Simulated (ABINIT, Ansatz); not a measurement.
# A GW run on CdBr2 (P6_3mc) in ABINIT, with inputs changed

What do changed inputs do to GW on CdBr2 (P6_3mc)?

Main program and level: ABINIT 10.8.3; LDA and many-body steps on it, plane waves.

The database entry behind the starting cell has ideal inner coordinates that were not refined, so it need not match the best structure at ambient conditions.

### 1. The structure

It takes space group P6_3mc (No. 186, hexagonal). Conventional cell: a = 3.985 Å, b = 3.985 Å, c = 12.561 Å, α = 90.00°, β = 90.00°, γ = 120.00°. Nearest to Cd lie 6 Br at 2.79 Å. Nearest to Br lie 3 Cd at 2.79 Å. Nearest to Br lie 3 Cd at 2.79 Å. Farther neighbours and most contacts between anions are not listed.

The cell and positions come from the Crystallography Open Database and are kept as given unless a step says otherwise.

### 2. Screening, 3×3×1 mesh, 197 bands, screening to 141.5 eV

This step: ABINIT 10.8.3; RPA screening on LDA, plane waves, norm-conserving pseudopotentials.

The RPA dielectric matrix is built and inverted for each q.

run.abi reads:

```
acell 3*1.0 Angstrom
rprim 
  3.985000000011 -0.000000000003 0.000000000000
  -1.992500000003 3.451111234092 0.000000000000
  0.000000000000 0.000000000000 12.561000000000
ntypat 2
znucl 48 35
natom 6
typat 1 1 2 2 2 2
xred 
  0.333333333333 0.666666666667 0.375000000000
  0.666666666667 0.333333333333 0.875000000000
  0.333333333333 0.666666666667 0.000000000000
  0.666666666667 0.333333333333 0.500000000000
  0.000000000000 0.000000000000 0.250000000000
  0.000000000000 0.000000000000 0.750000000000
pp_dirpath "pseudos"
pseudos "Cd.upf, Br.upf"
ecut 47
ngkpt 3 3 1
nshiftk 1
shiftk 0 0 0
kptopt 1
chksymbreak 0
istwfk *1
occopt 1
irdwfk 1
optdriver 3
nband 197
ecuteps 5.2
inclvkb 2
awtr 1
symchi 1
indata_prefix "in"
outdata_prefix "out"
tmpdata_prefix "tmp"
```

Started as:

```bash
> OMP_NUM_THREADS=1 mpirun -n 4 abinit run.abi > log
```

Log:

```text
.Version 10.8.3 of ABINIT. v10.8.2 released Aug 2026.

 Symmetries : space group P6_3 m c (#186); Bravais hP (primitive hexag.)
[... echo of the input left out ...]
== DATASET  1 ==================================================================
-   mpi_nproc: 4, omp_nthreads: 1 (-1 if OMP is not activated)

--- !DatasetInfo
iteration_state: {dtset: 1, }
dimensions: {natom: 6, nkpt: 3, mband: 197, nsppol: 1, nspinor: 1, nspden: 1, mpw: 18043, }
cutoff_energies: {ecut:  47.0, pawecutdg:  -1.0, }
electrons: {nelect:   6.80000000E+01, charge:   0.00000000E+00, occopt:   1.00000000E+00, tsmear:   1.00000000E-02, }

 SCREENING: Calculation of the susceptibility and dielectric matrices

 Based on a program developped by R.W. Godby, V. Olevano, G. Onida, and L. Reining.
 Incorporated in ABINIT by V. Olevano, G.-M. Rignanese, and M. Torrent.
.Using double precision arithmetic ; gwpc =  8

[... cell and pseudopotentials left out ...]
--------------------------------------------------------------------------------

 ==== K-mesh for the wavefunctions ====
 Number of points in the irreducible wedge :     3
[... list of points left out ...]
 Together with 12 symmetry operations and time-reversal symmetry
 yields     9 points in the full Brillouin Zone.

 ==== Q-mesh for the screening function ====
 Number of points in the irreducible wedge :     3
[... list of points left out ...]
 Together with 12 symmetry operations and time-reversal symmetry
 yields     9 points in the full Brillouin Zone.

 setmesh: FFT mesh size selected  =    27x   27x  100
          total number of points  =        72900

 vcoul_init : cutoff-mode = AUXILIARY_FUNCTION
 q-points for optical limit:   1
     1)      0.000010    0.000020    0.000030

- screening: taking advantage of time-reversal symmetry
- Maximum band index for partially occupied states nbvw = 34
- Remaining bands to be divided among processors   nbcw = 163
- Number of bands treated by each node ~40

 Number of electrons calculated from density =   68.0000; Expected =   68.0000
 average of density, n =  0.058331
 r_s =    1.5996
 omega_plasma =   23.2973 [eV]

 calculating chi0 at frequencies [eV] :
  1    0.000000E+00    0.000000E+00
  2    0.000000E+00    2.329732E+01

--------------------------------------------------------------------------------
  q-point number  1        q = ( 0.000000, 0.000000, 0.000000) [r.l.u.]
--------------------------------------------------------------------------------
[... chi0 elements left out ...]
 For q-point:  0.000010 0.000020 0.000030
  dielectric constant =   5.3720
  dielectric constant without local fields =   6.1075

  Average fulfillment of the sum rule on Im[epsilon] for q-point    1 :     65.73  [%]
[... wings left out ...]
  q-point number  2        q = ( 0.333333, 0.000000, 0.000000) [r.l.u.]
--------------------------------------------------------------------------------
[... chi0 elements left out ...]
  Average fulfillment of the sum rule on Im[epsilon] for q-point    2 :     64.35  [%]

 [... 1 further q-points ...]
```

Wall time 2.2 min (4 MPI ranks of Intel Xeon Platinum 8559C (Emerald Rapids), shared host); peak memory 2.1 GiB; 9 min of CPU time.

This step gave:

```yaml
eps_infinity_with_local_fields_on_this_mesh_along_the_program_s_q_direction: 5.372
the_same_without_local_fields: 6.107
plasma_frequency: 23.30 eV
plane_waves_in_the_screening_matrix: 649
```

Local fields lower ε∞ by 12 %. On a Γ-centred mesh this coarse the value itself is usually too large, while a short band sum pulls it down.

### 3. Base

The self-energy is evaluated for the states that the input lists, and the levels follow from it, in one-shot runs by the linearised quasiparticle equation.

This step: G0W0 on LDA, plane waves, norm-conserving pseudopotentials.

Edit run.abi of step 2 so:

```diff
@@ -27,8 +27,15 @@
 irdwfk 1
-optdriver 3
+optdriver 4
 nband 197
+gwcalctyp 0
+ecutsigx 47
+symsigma 1
+nkptgw 1
+kptgw 
+  0.0000000000 0.0000000000 0.0000000000
+bdgw 
+  33 36
 ecuteps 5.2
-inclvkb 2
-awtr 1
-symchi 1
+irdscr 1
+ppmodel 1
 indata_prefix "in"
```

Log:

```text
.Version 10.8.3 of ABINIT. v10.8.2 released Aug 2026.

 Symmetries : space group P6_3 m c (#186); Bravais hP (primitive hexag.)
[... echo of the input left out ...]
== DATASET  1 ==================================================================
-   mpi_nproc: 4, omp_nthreads: 1 (-1 if OMP is not activated)

--- !DatasetInfo
iteration_state: {dtset: 1, }
dimensions: {natom: 6, nkpt: 3, mband: 197, nsppol: 1, nspinor: 1, nspden: 1, mpw: 18043, }
cutoff_energies: {ecut:  47.0, pawecutdg:  -1.0, }
electrons: {nelect:   6.80000000E+01, charge:   0.00000000E+00, occopt:   1.00000000E+00, tsmear:   1.00000000E-02, }

 SIGMA: Calculation of the GW corrections

 Based on a program developped by R.W. Godby, V. Olevano, G. Onida, and L. Reining.
 Incorporated in ABINIT by V. Olevano, G.-M. Rignanese, and M. Torrent.
.Using double precision arithmetic ; gwpc =  8

[... cell and pseudopotentials left out ...]
--------------------------------------------------------------------------------

 ==== K-mesh for the wavefunctions ====
 Number of points in the irreducible wedge :     3
[... list of points left out ...]
 Together with 12 symmetry operations and time-reversal symmetry
 yields     9 points in the full Brillouin Zone.

 ==== Q-mesh for screening function ====
 Number of points in the irreducible wedge :     3
[... list of points left out ...]
 Together with 12 symmetry operations and time-reversal symmetry
 yields     9 points in the full Brillouin Zone.

 vcoul_init : cutoff-mode = AUXILIARY_FUNCTION
 q-points for optical limit:   1
     1)      0.000010    0.000020    0.000030
 setmesh: FFT mesh size selected  =    45x   45x  150
          total number of points  =       303750

 Number of electrons calculated from density =   68.0000; Expected =   68.0000
 average of density, n =  0.058331
 r_s =    1.5996
 omega_plasma =   23.2973 [eV]

 === KS Band Gaps ===
  >>>> For spin  1
   Minimum direct gap =   2.5271 [eV], located at k-point      :   0.0000  0.0000  0.0000
   Fundamental gap    =   2.5271 [eV], Top of valence bands at :   0.0000  0.0000  0.0000
                                       Bottom of conduction at :   0.0000  0.0000  0.0000
 SIGMA fundamental parameters:
 PLASMON POLE MODEL  1
 number of plane-waves for SigmaX                18043
 number of plane-waves for SigmaC and W            649
 number of plane-waves for wavefunctions         18043
 number of bands                                   197
 number of independent spin polarizations            1
 number of spinorial components                      1
 number of k-points in IBZ                           3
 number of q-points in IBZ                           3
 number of symmetry operations                      12
 number of k-points in BZ                            9
 number of q-points in BZ                            9
 number of frequencies for dSigma/dE                 9
 frequency step for dSigma/dE [eV]                0.25
 number of omega for Sigma on real axis              0
 max omega for Sigma on real axis  [eV]           0.00
 zcut for avoiding poles [eV]                     0.10

 EPSILON^-1 parameters (SCR file):
 dimension of the eps^-1 matrix on file            649
 dimension of the eps^-1 matrix used               649
 number of plane-waves for wavefunctions         18043
 number of bands                                   197
 number of q-points in IBZ                           3
 number of frequencies                               2
 number of real frequencies                          1
 number of imag frequencies                          1

 matrix elements of self-energy operator (all in [eV])

 Perturbative Calculation

--- !SelfEnergy_ee
iteration_state: {dtset: 1, }
kpoint     : [   0.000,    0.000,    0.000, ]
spin       : 1
KS_gap     :    2.527
QP_gap     :    4.286
Delta_QP_KS:    1.759
data: !SigmaeeData |
     Band     E0 <VxcDFT>   SigX SigC(E0)      Z dSigC/dE  Sig(E)    E-E0       E
       33   1.953 -14.386 -18.109   2.750   0.794  -0.260 -15.158  -0.773   1.180
       34   1.953 -14.386 -18.109   2.750   0.794  -0.260 -15.158  -0.773   1.180
       35   4.480 -11.189  -6.791  -3.199   0.823  -0.215 -10.202   0.987   5.466
       36   5.830 -12.769  -8.237  -3.176   0.813  -0.230 -11.666   1.103   6.933

== END DATASET(S) ==============================================================
================================================================================

 -outvars: echo values of variables after computation  --------
           etotal      0.0000000000E+00
            nband         197
             nkpt           3
          spgroup         186
 [... the other variables as echoed above ...]

 Calculation completed.
```

The job ended after 16 s (4 MPI ranks; peak memory 1.7 GiB; 63 s of CPU time).

This step gave:

```
G0W0 gap on the points computed              : 4.286 eV
starting gap on the mesh                     : 2.527 eV
k of the valence top                         : 0, 0, 0
k of the conduction bottom                   : 0, 0, 0
Z at the valence top                         : 0.794
Z at the conduction bottom                   : 0.823
least direct G0W0 gap on the computed points : 4.286 eV
```

The gap on the mesh goes from 2.53 eV to 4.29 eV, a correction of +1.76 eV.

### 4. Broadening of the poles

Edit run.abi of step 3 so:

```diff
@@ -40,2 +40,3 @@
 ppmodel 1
+zcut 1.0 eV
 indata_prefix "in"
```

Log:

```text
.Version 10.8.3 of ABINIT. v10.8.2 released Aug 2026.

 Symmetries : space group P6_3 m c (#186); Bravais hP (primitive hexag.)
[... echo of the input left out ...]
== DATASET  1 ==================================================================
-   mpi_nproc: 4, omp_nthreads: 1 (-1 if OMP is not activated)

--- !DatasetInfo
iteration_state: {dtset: 1, }
dimensions: {natom: 6, nkpt: 3, mband: 197, nsppol: 1, nspinor: 1, nspden: 1, mpw: 18043, }
cutoff_energies: {ecut:  47.0, pawecutdg:  -1.0, }
electrons: {nelect:   6.80000000E+01, charge:   0.00000000E+00, occopt:   1.00000000E+00, tsmear:   1.00000000E-02, }

 SIGMA: Calculation of the GW corrections

 Based on a program developped by R.W. Godby, V. Olevano, G. Onida, and L. Reining.
 Incorporated in ABINIT by V. Olevano, G.-M. Rignanese, and M. Torrent.
.Using double precision arithmetic ; gwpc =  8

[... cell and pseudopotentials left out ...]
--------------------------------------------------------------------------------

 ==== K-mesh for the wavefunctions ====
 Number of points in the irreducible wedge :     3
[... list of points left out ...]
 Together with 12 symmetry operations and time-reversal symmetry
 yields     9 points in the full Brillouin Zone.

 ==== Q-mesh for screening function ====
 Number of points in the irreducible wedge :     3
[... list of points left out ...]
 Together with 12 symmetry operations and time-reversal symmetry
 yields     9 points in the full Brillouin Zone.

 vcoul_init : cutoff-mode = AUXILIARY_FUNCTION
 q-points for optical limit:   1
     1)      0.000010    0.000020    0.000030
 setmesh: FFT mesh size selected  =    45x   45x  150
          total number of points  =       303750

 Number of electrons calculated from density =   68.0000; Expected =   68.0000
[...]
number of k-points in IBZ                           3
 number of q-points in IBZ                           3
 number of symmetry operations                      12
 number of k-points in BZ                            9
 number of q-points in BZ                            9
 number of frequencies for dSigma/dE                 9
 frequency step for dSigma/dE [eV]                0.25
 number of omega for Sigma on real axis              0
 max omega for Sigma on real axis  [eV]           0.00
 zcut for avoiding poles [eV]                     1.00

 EPSILON^-1 parameters (SCR file):
 dimension of the eps^-1 matrix on file            649
 dimension of the eps^-1 matrix used               649
 number of plane-waves for wavefunctions         18043
 number of bands                                   197
 number of q-points in IBZ                           3
 number of frequencies                               2
 number of real frequencies                          1
 number of imag frequencies                          1

 matrix elements of self-energy operator (all in [eV])

 Perturbative Calculation

--- !SelfEnergy_ee
iteration_state: {dtset: 1, }
kpoint     : [   0.000,    0.000,    0.000, ]
spin       : 1
KS_gap     :    2.527
QP_gap     :    4.286
Delta_QP_KS:    1.759
data: !SigmaeeData |
     Band     E0 <VxcDFT>   SigX SigC(E0)      Z dSigC/dE  Sig(E)    E-E0       E
       33   1.953 -14.386 -18.109   2.750   0.794  -0.260 -15.158  -0.772   1.180
       34   1.953 -14.386 -18.109   2.750   0.794  -0.260 -15.158  -0.772   1.180
       35   4.480 -11.189  -6.791  -3.199   0.823  -0.215 -10.202   0.987   5.466
       36   5.830 -12.769  -8.237  -3.176   0.813  -0.230 -11.666   1.103   6.933

== END DATASET(S) ==============================================================
================================================================================

 -outvars: echo values of variables after computation  --------
           etotal      0.0000000000E+00
            nband         197
             nkpt           3
          spgroup         186
 [... the other variables as echoed above ...]

 Calculation completed.
```

Wall time 19 s (4 MPI ranks); peak memory 1.7 GiB.

Numbers from this step:

- G0W0 gap on the points computed: 4.286 eV
- starting gap on the mesh: 2.527 eV
- k of the valence top: 0, 0, 0
- k of the conduction bottom: 0, 0, 0
- Z at the valence top: 0.794
- Z at the conduction bottom: 0.823
- least direct G0W0 gap on the computed points: 4.286 eV

Against G0W0 in ABINIT (3×3×1 mesh, 197 bands, screening to 141.5 eV, Godby-Needs plasmon pole), the gap moves by +0.000 eV.

### 5. A keyword of another program

Edit run.abi of step 4 so:

```diff
@@ -40,3 +40,3 @@
 ppmodel 1
-zcut 1.0 eV
+ENCUTGW 100
 indata_prefix "in"
```

Log:

```text
.Version 10.8.3 of ABINIT. v10.8.2 released Aug 2026.

 Symmetries : space group P6_3 m c (#186); Bravais hP (primitive hexag.)
================================================================================
 Values of the parameters that define the memory need of the present run
     intxc =       0    ionmov =       0      iscf =       7    lmnmax =       6
     lnmax =       6     mgfft =     150  mpssoang =       3    mqgrid =    7326
     natom =       6  nloc_mem =       1    nspden =       1   nspinor =       1
    nsppol =       1      nsym =      12    n1xccc =    2501    ntypat =       2
    occopt =       1   xclevel =       1
-    mband =         197        mffmem =           1         mkmem =           1
       mpw =       18043          nfft =      345600          nkpt =           3
================================================================================
  Rough estimation (10% accuracy) of disk space for files :
================================================================================

--------------------------------------------------------------------------------
------------- Echo of variables that govern the present computation ------------
--------------------------------------------------------------------------------
 -outvars: echo values of preprocessed input variables --------
            acell      1.8897261259E+00  1.8897261259E+00  1.8897261259E+00 Bohr

             bdgw          33      36
      chksymbreak           0
             ecut      4.70000000E+01 Hartree
          ecuteps      5.20000000E+00 Hartree
         ecutsigx      4.70000000E+01 Hartree
          ecutwfn      4.70000000E+01 Hartree
-          fftalg         312
           irdscr           1
           irdwfk           1

              ixc       -1012
[...]
occ      2.000000  2.000000  2.000000  2.000000  2.000000  2.000000
                       2.000000  2.000000  2.000000  2.000000  2.000000  2.000000
                       2.000000  2.000000  2.000000  2.000000  2.000000  2.000000
                       2.000000  2.000000  2.000000  2.000000  2.000000  2.000000
[...]
0.000000  0.000000  0.000000  0.000000  0.000000  0.000000
   [... 22 further rows ...]
                       0.000000  0.000000  0.000000  0.000000  0.000000  0.000000
                       0.000000  0.000000  0.000000  0.000000  0.000000
        optdriver           4
            rprim      3.9850000000E+00 -3.0000000000E-12  0.0000000000E+00
                      -1.9925000000E+00  3.4511112341E+00  0.0000000000E+00
[...]
spgroup         186

             xred      3.3333333333E-01  6.6666666667E-01  3.7500000000E-01
[...]
1.8503717077E-17  3.7007434154E-17  2.5000000000E-01
                       1.8503717077E-17  3.7007434154E-17  7.5000000000E-01
            znucl       48.00000   35.00000

================================================================================

 chkinp: Checking input parameters for consistency.

--- !ERROR
message: |
    Found token: `ENCUTGW` in the input file.
    This name is not one of the registered input variable names (see
    Action: check your input file. Perhaps you mistyped the input variable,
    or specified "img", although this was not permitted for this input variable.

--- !ERROR
message: |
    Found token: `ENCUTGW` in the input file.
    This name is not one of the registered input variable names (see
    Action: check your input file. Perhaps you mistyped the input variable,
    or specified "img", although this was not permitted for this input variable.

--- from the log ---
Found token: `ENCUTGW` in the input file.
    This name is not one of the registered input variable names (see
    Action: check your input file. Perhaps you mistyped the input variable,
    or specified "img", although this was not permitted for this input variable.
```

It took 0.86 s on 4 MPI ranks; peak memory 0.06 GiB.

The run stopped with an error after 0.86 s.

The program's words: Found token: `ENCUTGW` in the input file. This name is not one of the registered input variable names (see Action: check your input file. Perhaps you mistyped the input variable, or specified "img", although this was not permitted for this input variable.

The fault put into this input: a keyword of another program.

### 6. Side by side

Times are wall times on 4 MPI ranks of Intel Xeon Platinum 8559C (Emerald Rapids), shared host, good to a factor of about two. A run's time includes the screening step that it read.

| run | mesh | bands | screening cutoff (eV) | DFT gap (eV) | gap on the mesh (eV) | direct (eV) | ε∞ used | time |
| --- | --- | --- | --- | --- | --- | --- | --- | --- |
| base | 3×3×1 | 197 | 141.5 | 2.527 | 4.286 | 4.286 | 5.37 | 2.5 min |
| broadening of the poles | 3×3×1 | 197 | 141.5 | 2.527 | 4.286 | 4.286 | 5.37 | 2.6 min |

### 7. What came out

| Quantity | Value |
| --- | --- |
| base | 4.286 eV |
| broadening of the poles | 4.286 eV |
| known limits | not at the basis limit; no spin-orbit coupling; coarse k mesh |

What this shows: Broadening of the poles: no change against base (keys changed: zcut). Bands and cutoff are finite, so the gap is not at the basis limit. The miss can reach some tenths of an eV and take either sign; the mesh is an error of its own. In the first G0W0 run levels were corrected at 1 k point alone, so a gap called «on the mesh» is the least over those, and an edge elsewhere would be missed. The 3×3×1 mesh is coarse for this cell, which bears on the long-range parts of exchange and screening. The many-body steps are scalar-relativistic: spin-orbit coupling is not in them.

[Paths, hosts, dates, memory and timing lines, banners, echoed tables and standing remarks are left out of the program output.]

[Logs are printed without paths, hosts, clocks, repeated set-up lines and the standing remarks that a program may print on its own settings, such as how far it seeks lower states.]

[Runs of the session that timed out or met a known fault of the program may be left out.]

[No measured gap is set beside runs whose start may be inverted or whose files or cutoffs have a known fault.]

[Hosts, paths, dates, database ids (printed as entryN), source tags and the programs' standing remarks are cut or masked in the printed files.]

[G0W0 gaps are taken among the corrected bands and points alone; a level outside them can change the order at an edge.]

[Where Ansatz stands beside ABINIT at settings called matched, ABINIT's density can come from a denser mesh and the files from another edition; pairs whose starting gaps differed by over 0.03 eV were left out, so agreement reads better than it is.]
